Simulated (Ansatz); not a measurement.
# What (SiC)1(MgO)3 [0001] superlattice, started as wurtzite distorts into, part 2 of 3

Aim: this structure of (SiC)1(MgO)3 [0001] superlattice, started as wurtzite is to be tested for unstable modes, and one is followed downhill.

Ansatz 0.2.0; DFT PBEsol, scalar-relativistic, plane waves, PAW.

So far. Step 4 (The mode frozen in, largest atomic shift 0.22 Å): The run ends at a pressure of 1.37 GPa, with forces up to 0.73 eV/Å. Step 5 (Energy along the mode, all amplitudes (two of the runs …): The lowest of the steps tried is at 0.22 Å, 20.0 meV/atom below the parent; the bottom of the well need not coincide with a step.

The structure was built from a prototype and need not be the compound's stable phase.

### 6. Relaxing from the distorted cell

Starting from the lowest point found, all atoms and the cell are let go, so that strain and other modes of the same symmetry can join in.

Input file input.yaml:

```yaml
crystal:
  lattice:
    - [3.3151963347, 0.0, 0.0]
    - [-1.6575981673, 2.8710442444, 0.0]
    - [0.0, 0.0, 10.3376472504]
  atoms:
    - { symbol: C, position: [0.3370616716, 0.6629383284, 0.1757132718] }
    - { symbol: Mg, position: [0.6684994307, 0.3315005693, 0.2549953568] }
    - { symbol: Mg, position: [0.3331712023, 0.6668287977, 0.495321953] }
    - { symbol: Mg, position: [0.6649159917, 0.3350840083, 0.7348127706] }
    - { symbol: O, position: [0.6666565715, 0.3333434285, 0.4508227608] }
    - { symbol: O, position: [0.3319354812, 0.6680645188, 0.6900257389] }
    - { symbol: O, position: [0.6283530809, 0.3716469191, 0.9369077861] }
    - { symbol: Si, position: [0.3544360272, 0.6455639728, 0.0114003619] }
kpoints:
  mp_grid: { grid: [12, 12, 4] }
hamiltonian:
  xc: pbesol
scf:
  occupations: { method: methfessel_paxton, width: 0.2 }
output:
  forces: true
  stress: true
  eigenvalues: true
relax:
  adjacent_minimum: "off"
  f_tol: 0.002
  max_steps: 120
  cell: { stress_tol: 0.03 }
```

The run is started by

```bash
$ ansatz run input.yaml --threads 4 --pin off --max-ram 14336MiB --backend cpu --events-out ev --progress --plain --runs-dir out
```

Numbers of over 12 decimals in the logs are rounded to 6 here.

Log:

```text
[...]
Crystal: 8 atoms, lattice volume = 98.395 Å³
Basis set: ecut = 420 eV, 1967 PW (Γ), exchange–correlation on 48×48×144 points (8 copies of the dense FFT grid, shifted against one another)
Bands: 36, of which v1, the nominal top of the filled ones, is band 28 counted from 1 (27 counted from 0)
Symmetry: 2 space group operations
[...]
k-points: 164 of 576 (time reversal used)
[...]
SCF iter   1: F=—  HF=-8290.594491 eV  |F-HF|=—  |Δ(HF+E_count)|=         —  Δρ=1.48e-2  dr2=4.19e-1  ethr=1.77e-3  ⟨swp⟩=6.7  Hψ=26373  notcnv=0
[...]
SCF iter  13: F=-8290.507110 eV  HF=-8290.507110 eV  |F-HF|=4.27e-10  |Δ(HF+E_count)|=   1.87e-8  S|Δr|=    0.00e0  Δρ=2.87e-6  dr2=1.39e-8  ethr=1.79e-10  ⟨swp⟩=10.4  Hψ=24702  notcnv=0
SCF 1 converged in 13 iterations: F = -8290.507110 eV  dr2 = 1.39e-8
[...]
relax step   1: F+E_penalty+E_count = -8290.50710977 eV  Δ(F+E_penalty+E_count) = +0.000e0 eV  max|allowed force component| = 5.430e-1 eV/Å  Δτ_max = 0.0000 Å  P = +1.370 GPa  Ω = 98.395 Å³  (13 SCF iters, dr2 threshold 1.00e-7 eV, accepted)
Crystal: 8 atoms, lattice volume = 99.439 Å³
Basis set: ecut = 420 eV, 1969 PW (Γ), exchange–correlation on 48×48×144 points (8 copies of the dense FFT grid, shifted against one another)
[...]
iter 1 solved again at ethr=7.16e-5 eV; its pass at ethr=3.10e-3 eV (dr2=4.01e-2 eV) is discarded
[...]
SCF iter   7: F=-8290.573318 eV  HF=-8290.573318 eV  |F-HF|=2.66e-8  |Δ(HF+E_count)|=   5.23e-7  S|Δr|=    0.00e0  Δρ=9.73e-6  dr2=8.57e-8  ethr=1.43e-9  ⟨swp⟩=8.3  Hψ=24492  notcnv=0
SCF 2 converged in 7 iterations: F = -8290.573318 eV  dr2 = 8.57e-8
relax step   2: F+E_penalty+E_count = -8290.57331824 eV  Δ(F+E_penalty+E_count) = -6.621e-2 eV  max|allowed force component| = 6.220e-1 eV/Å  Δτ_max = 0.0568 Å  P = +0.274 GPa  Ω = 99.439 Å³  energy of the carried Pulay correction = -2.759e-3 eV  (7 SCF iters, dr2 threshold 8.00e-7 eV, accepted)
Crystal: 8 atoms, lattice volume = 100.712 Å³
[...]
SCF iter   8: F=-8290.633242 eV  HF=-8290.633242 eV  |F-HF|=1.32e-7  |Δ(HF+E_count)|=   1.81e-8  S|Δr|=    0.00e0  Δρ=1.46e-5  dr2=2.13e-7  ethr=1.43e-9  ⟨swp⟩=9.9  Hψ=26797  notcnv=0
SCF 3 converged in 8 iterations: F = -8290.633242 eV  dr2 = 2.13e-7
relax step   3: F+E_penalty+E_count = -8290.63324176 eV  Δ(F+E_penalty+E_count) = -5.992e-2 eV  max|allowed force component| = 6.593e-1 eV/Å  Δτ_max = 0.0782 Å  P = -0.574 GPa  Ω = 100.712 Å³  energy of the carried Pulay correction = -6.083e-3 eV  (8 SCF iters, dr2 threshold 8.00e-7 eV, accepted)
[... from here on, the SCF cycles and remarks between the steps are left out ...]
relax step   4: F+E_penalty+E_count = -8290.66331403 eV  Δ(F+E_penalty+E_count) = -3.007e-2 eV  max|allowed force component| = 4.833e-1 eV/Å  Δτ_max = 0.0433 Å  P = +0.389 GPa  Ω = 100.122 Å³  energy of the carried Pulay correction = -4.549e-3 eV  (11 SCF iters, dr2 threshold 8.00e-7 eV, accepted)
relax step   5: F+E_penalty+E_count = -8290.69369845 eV  Δ(F+E_penalty+E_count) = -3.038e-2 eV  max|allowed force component| = 3.076e-1 eV/Å  Δτ_max = 0.0788 Å  P = +0.589 GPa  Ω = 101.170 Å³  energy of the carried Pulay correction = -7.269e-3 eV  (7 SCF iters, dr2 threshold 8.00e-7 eV, accepted)
relax step   6: F+E_penalty+E_count = -8290.70157423 eV  Δ(F+E_penalty+E_count) = -7.876e-3 eV  max|allowed force component| = 1.367e-1 eV/Å  Δτ_max = 0.0263 Å  P = -0.010 GPa  Ω = 101.685 Å³  energy of the carried Pulay correction = -8.595e-3 eV  (6 SCF iters, dr2 threshold 8.00e-7 eV, accepted)
relax step   7: F+E_penalty+E_count = -8290.70750077 eV  Δ(F+E_penalty+E_count) = -5.927e-3 eV  max|allowed force component| = 2.159e-1 eV/Å  Δτ_max = 0.0655 Å  P = +0.294 GPa  Ω = 102.235 Å³  energy of the carried Pulay correction = -1.001e-2 eV  (7 SCF iters, dr2 threshold 8.00e-7 eV, accepted)
relax step   8: F+E_penalty+E_count = -8290.70885749 eV  Δ(F+E_penalty+E_count) = -1.357e-3 eV  max|allowed force component| = 4.630e-2 eV/Å  Δτ_max = 0.0231 Å  P = +0.079 GPa  Ω = 102.689 Å³  energy of the carried Pulay correction = -1.116e-2 eV  (7 SCF iters, dr2 threshold 8.00e-7 eV, accepted)
relax step   9: F+E_penalty+E_count = -8290.70913028 eV  Δ(F+E_penalty+E_count) = -2.728e-4 eV  max|allowed force component| = 1.739e-2 eV/Å  Δτ_max = 0.0045 Å  P = +0.026 GPa  Ω = 102.731 Å³  energy of the carried Pulay correction = -1.127e-2 eV  (6 SCF iters, dr2 threshold 1.34e-7 eV, accepted)
relax step  10: F+E_penalty+E_count = -8290.70897668 eV  Δ(F+E_penalty+E_count) = +1.536e-4 eV  max|allowed force component| = 1.866e-2 eV/Å  Δτ_max = 0.0049 Å  P = -0.001 GPa  Ω = 102.787 Å³  energy of the carried Pulay correction = -1.141e-2 eV  (6 SCF iters, dr2 threshold 1.89e-8 eV, rejected (line search))
relax step  11: F+E_penalty+E_count = -8290.70908472 eV  Δ(F+E_penalty+E_count) = +4.556e-5 eV  max|allowed force component| = 7.665e-3 eV/Å  Δτ_max = 0.0018 Å  P = -0.003 GPa  Ω = 102.758 Å³  energy of the carried Pulay correction = -1.134e-2 eV  (9 SCF iters, accepted)
relax step  12: F+E_penalty+E_count = -8290.70911320 eV  Δ(F+E_penalty+E_count) = -2.848e-5 eV  max|allowed force component| = 5.683e-3 eV/Å  Δτ_max = 0.0010 Å  P = +0.018 GPa  Ω = 102.749 Å³  energy of the carried Pulay correction = -1.131e-2 eV  (6 SCF iters, dr2 threshold 3.67e-9 eV, accepted)
relax step  13: F+E_penalty+E_count = -8290.70910665 eV  Δ(F+E_penalty+E_count) = +6.544e-6 eV  max|allowed force component| = 1.272e-3 eV/Å  Δτ_max = 0.0006 Å  P = -0.002 GPa  Ω = 102.752 Å³  energy of the carried Pulay correction = -1.132e-2 eV  (6 SCF iters, dr2 threshold 3.14e-9 eV, accepted)
relax step  14: F+E_penalty+E_count = -8290.72860102 eV  Δ(F+E_penalty+E_count) = -1.949e-2 eV  max|allowed force component| = 1.868e-3 eV/Å  Δτ_max = 0.0000 Å  P = +0.287 GPa  Ω = 102.752 Å³  stress off target by 5.33e-1 GPa  SCF on the basis re-selected at this cell (its energy is not comparable with the rows above)  (8 SCF iters)
relax step  15: F+E_penalty+E_count = -8290.72861734 eV  Δ(F+E_penalty+E_count) = -1.632e-5 eV  max|allowed force component| = 1.282e-2 eV/Å  Δτ_max = 0.0044 Å  P = +0.107 GPa  Ω = 102.979 Å³  energy of the carried Pulay correction = -5.854e-4 eV  (5 SCF iters, dr2 threshold 7.11e-7 eV, accepted)
relax step  16: F+E_penalty+E_count = -8290.72843032 eV  Δ(F+E_penalty+E_count) = +1.870e-4 eV  max|allowed force component| = 2.423e-2 eV/Å  Δτ_max = 0.0042 Å  P = -0.025 GPa  Ω = 103.144 Å³  energy of the carried Pulay correction = -1.021e-3 eV  (6 SCF iters, dr2 threshold 1.92e-7 eV, accepted)
relax step  17: F+E_penalty+E_count = -8290.72858693 eV  Δ(F+E_penalty+E_count) = -1.566e-4 eV  max|allowed force component| = 5.435e-3 eV/Å  Δτ_max = 0.0027 Å  P = +0.006 GPa  Ω = 103.106 Å³  energy of the carried Pulay correction = -9.273e-4 eV  (6 SCF iters, dr2 threshold 3.67e-8 eV, accepted)
relax step  18: F+E_penalty+E_count = -8290.72857271 eV  Δ(F+E_penalty+E_count) = +1.422e-5 eV  max|allowed force component| = 5.493e-4 eV/Å  Δτ_max = 0.0003 Å  P = +0.001 GPa  Ω = 103.112 Å³  energy of the carried Pulay correction = -9.426e-4 eV  (5 SCF iters, dr2 threshold 1.85e-9 eV, accepted)
[...]
SCF iter   7: F=-8290.729568 eV  HF=-8290.729568 eV  |F-HF|=3.64e-12  |Δ(HF+E_count)|=  7.28e-12  S|Δr|=    0.00e0  Δρ=6.33e-8  dr2=2.85e-12  ethr=1.00e-12  ⟨swp⟩=5.0  Hψ=24487  notcnv=0
SCF 19 converged in 7 iterations: F = -8290.729568 eV  dr2 = 2.85e-12
relax step  19: F+E_penalty+E_count = -8290.72956808 eV  Δ(F+E_penalty+E_count) = -9.954e-4 eV  max|allowed force component| = 6.270e-4 eV/Å  Δτ_max = 0.0000 Å  P = +0.006 GPa  Ω = 103.112 Å³  stress off target by 2.78e-2 GPa  SCF on the basis re-selected at this cell (its energy is not comparable with the rows above)  (7 SCF iters)
[...]
SCF converged after 7 iterations
[...]
Free energy (F): -8290.729568 eV
[...]
Internal energy: -8290.732557 eV  (E = F + TS)
E sigma→0 (E₀):  -8290.730315 eV
Entropy (-TS):   0.002989 eV (0.374 meV/atom)
Fermi energy:    6.763873 eV
[...]
--- Forces (eV/Å), atoms counted from 1 ---
  atom   1  C     -0.00007432     0.00004291    -0.00006391
  atom   2  Mg    -0.00001026     0.00000592    -0.00016146
  atom   3  Mg    -0.00001608     0.00000929    -0.00028843
  atom   4  Mg     0.00005263    -0.00003039     0.00052415
  atom   5  O     -0.00000554     0.00000320     0.00049820
  atom   6  O     -0.00003948     0.00002279    -0.00027919
  atom   7  O      0.00027219    -0.00015715    -0.00062698
  atom   8  Si    -0.00017897     0.00010333     0.00039807
  max |Σ_I F_I| component: 4.48e-7 eV/Å
--- Stress (GPa, compression-positive) ---
        0.004136       0.013687       0.006628
        0.013687       0.019941      -0.003827
        0.006628      -0.003827      -0.005016
  P = ⅓ Tr σ = 0.0064 GPa (0.064 kbar)
--- Band table (eV; the first three rows and the last of 164) ---
  k-point 0: bands = [... 24 lower, 3.8611, 4.1824, 5.5578, 6.6160, 7.0945, 8.9192, 10.5740, 11.4442, ... 4 higher]
  k-point 1: bands = [... 24 lower, 3.8579, 3.8861, 5.7313, 6.6161, 7.1330, 8.7469, 10.7200, 11.4624, ... 4 higher]
  k-point 2: bands = [... 24 lower, 3.7116, 3.8617, 5.8737, 6.6162, 7.1838, 8.5781, 10.8510, 11.4881, ... 4 higher]
  k-point 163: bands = [... 24 lower, 3.4934, 3.7886, 3.9295, 5.8239, 8.6671, 9.3207, 11.1041, 11.6683, ... 4 higher]
--- Relaxed structure (17 steps of the walk, 16 accepted, 2 SCFs on fresh bases) ---
  F+E_penalty+E_count = -8290.72956808 eV   max|allowed force component| = 6.270e-4 eV/Å   (the final SCF, on the basis selected at the relaxed cell)
  cell:  # Å, volume = 103.1120 Å³
    - [3.367037, 0.066034, 0.054928]
    - [-1.626331, 2.948956, -0.054928]
    - [0.171280, -0.098888, 10.277332]
  atoms:
    - { symbol: C, position: [0.342177, 0.657823, 0.186248] }
    - { symbol: Mg, position: [0.682260, 0.317740, 0.256615] }
    - { symbol: Mg, position: [0.319406, 0.680594, 0.492392] }
    - { symbol: Mg, position: [0.641682, 0.358318, 0.726394] }
    - { symbol: O, position: [0.662254, 0.337746, 0.451963] }
    - { symbol: O, position: [0.304837, 0.695163, 0.685980] }
    - { symbol: O, position: [0.627091, 0.372909, 0.924738] }
    - { symbol: Si, position: [0.405323, 0.594677, 0.025669] }
```

Elapsed: 2.5 min, on 4 threads of Intel Xeon Platinum 8488C (Sapphire Rapids), shared host; peak memory 0.81 GiB; 9.8 min of CPU time.

The steps of the relaxation:

| step | energy less that of the first step (eV) | largest force component (eV/Å) | pressure (GPa) | volume (Å³) |
| --- | --- | --- | --- | --- |
| 1 | 0.0000 | 0.5430 | 1.37 | 98.39 |
| 2 | -0.0662 | 0.6220 | 0.27 | 99.44 |
| 3 | -0.1261 | 0.6593 | -0.57 | 100.71 |
| 4 | -0.1562 | 0.4833 | 0.39 | 100.12 |
| 5 | -0.1866 | 0.3076 | 0.59 | 101.17 |
| 6 | -0.1945 | 0.1367 | -0.01 | 101.68 |
| 7 | -0.2004 | 0.2159 | 0.29 | 102.24 |
| 8 | -0.2017 | 0.0463 | 0.08 | 102.69 |
| 9 | -0.2020 | 0.0174 | 0.03 | 102.73 |
| 10 | -0.2019 | 0.0187 | 0.00 | 102.79 |
| 11 | -0.2020 | 0.0077 | 0.00 | 102.76 |
| 12 | -0.2020 | 0.0057 | 0.02 | 102.75 |
| 13 | -0.2020 | 0.0013 | 0.00 | 102.75 |
| 14* | -0.2215 | 0.0019 | 0.29 | 102.75 |
| 15 | -0.2215 | 0.0128 | 0.11 | 102.98 |
| 16 | -0.2213 | 0.0242 | -0.02 | 103.14 |
| 17 | -0.2215 | 0.0054 | 0.01 | 103.11 |
| 18 | -0.2215 | 0.0005 | 0.00 | 103.11 |
| 19* | -0.2225 | 0.0006 | 0.01 | 103.11 |

Relaxation steps marked * repeat the geometry before them on a plane-wave basis chosen anew for their cell, so energy and pressure can jump there. Relaxation step 10 was tried and not accepted.

Forces are held to the 2 operations that the run works with; a distortion that breaks them can't arise in this run.

| cell as run | before | after | change |
| --- | --- | --- | --- |
| a (Å) | 3.315 | 3.368 | +1.6 % |
| b (Å) | 3.315 | 3.368 | +1.6 % |
| c (Å) | 10.338 | 10.279 | -0.6 % |
| α (°) | 90.00 | 91.88 | +2.1 % |
| β (°) | 90.00 | 88.12 | -2.1 % |
| γ (°) | 120.00 | 117.76 | -1.9 % |
| volume (Å³/atom) | 12.30 | 12.89 | +4.8 % |

The atoms that moved most (Å, as changes of fractional coordinates times the final cell):

| atom | dx | dy | dz | length |
| --- | --- | --- | --- | --- |
| Si8 | 0.257 | -0.148 | 0.152 | 0.333 |
| O6 | -0.136 | 0.079 | -0.045 | 0.163 |
| Mg4 | -0.117 | 0.068 | -0.089 | 0.162 |
| O7 | -0.008 | 0.005 | -0.125 | 0.126 |
| C1 | 0.027 | -0.016 | 0.109 | 0.113 |
| Mg3 | -0.069 | 0.040 | -0.032 | 0.086 |
| Mg2 | 0.069 | -0.040 | 0.018 | 0.082 |
| O5 | -0.022 | 0.013 | 0.011 | 0.028 |

This step gave:

```
pressure          : 0.006354 GPa
volume per atom   : 12.89 Å³
gap on the k-mesh : 0.2474 eV
```

The distorted start has space group Cm; the relaxation ends in Cm.

### 7. The new phase in its own primitive cell

The relaxed structure is symmetrised, reduced to its primitive cell and relaxed tightly, as its phonons need.

Input file input.yaml:

```yaml
crystal:
  lattice:
    - [2.8834456297, -1.7407053554, 0.0]
    - [2.8834456297, 1.7407053554, 0.0]
    - [-0.3935185025, 0.0, 10.2716998685]
  atoms:
    - { symbol: C, position: [0.3421771256, 0.3421771256, 0.8137519878] }
    - { symbol: Mg, position: [0.6822596744, 0.6822596744, 0.7433846304] }
    - { symbol: Mg, position: [0.3194059493, 0.3194059493, 0.5076082207] }
    - { symbol: Mg, position: [0.6416816931, 0.6416816931, 0.2736060916] }
    - { symbol: O, position: [0.6622538341, 0.6622538341, 0.5480370529] }
    - { symbol: O, position: [0.3048365882, 0.3048365882, 0.3140199049] }
    - { symbol: O, position: [0.6270913945, 0.6270913945, 0.0752615523] }
    - { symbol: Si, position: [0.405323198, 0.405323198, 0.9743305596] }
kpoints:
  mp_grid: { grid: [10, 10, 4] }
hamiltonian:
  xc: pbesol
scf:
  occupations: { method: methfessel_paxton, width: 0.2 }
output:
  forces: true
  stress: true
  eigenvalues: true
relax:
  adjacent_minimum: "off"
  f_tol: 0.001
  max_steps: 60
  cell: { stress_tol: 0.01 }
```

Log:

```text
[...]
Crystal: 8 atoms, lattice volume = 103.112 Å³
Basis set: ecut = 420 eV, 2009 PW (Γ), exchange–correlation on 48×48×144 points (8 copies of the dense FFT grid, shifted against one another)
Bands: 36, of which v1, the nominal top of the filled ones, is band 28 counted from 1 (27 counted from 0)
Symmetry: 2 space group operations
[...]
atoms:
    - { symbol: C, position: [0.342198, 0.342198, 0.813685] }
    - { symbol: Mg, position: [0.682268, 0.682268, 0.743392] }
    - { symbol: Mg, position: [0.319375, 0.319375, 0.507645] }
    - { symbol: Mg, position: [0.641649, 0.641649, 0.273677] }
    - { symbol: O, position: [0.662253, 0.662253, 0.548001] }
    - { symbol: O, position: [0.304785, 0.304785, 0.314023] }
    - { symbol: O, position: [0.627099, 0.627099, 0.075282] }
    - { symbol: Si, position: [0.405401, 0.405401, 0.974295] }
[key lines of the parts left out:]
SCF converged after 7 iterations
Free energy (F): -8290.729483 eV
Fermi energy:    6.719584 eV
P = ⅓ Tr σ = 0.0000 GPa (0.000 kbar)
```

Elapsed: 51 s, on 4 threads; peak memory 0.69 GiB.

Little changed from the start: no atom moved by 0.005 Å and no cell edge by 0.1 %.

This step gave:

```yaml
pressure: 2.39e-5 GPa
gap_on_the_k_mesh: 0.1887 eV
direct_gap_on_mesh: 0.2743 eV
```

The largest force component left is 0.53 meV/Å and the pressure is 0.000 GPa, within the tolerances set. The cell now holds 12.89 Å³/atom.

(Part 2 of 3 ends here.)

[Logs are printed without paths, hosts, clocks, repeated set-up lines and the standing remarks that a program may print on its own settings, such as how far it seeks lower states.]

[Hosts, paths, dates, database ids (printed as entryN), source tags and the programs' standing remarks are cut or masked in the printed files.]
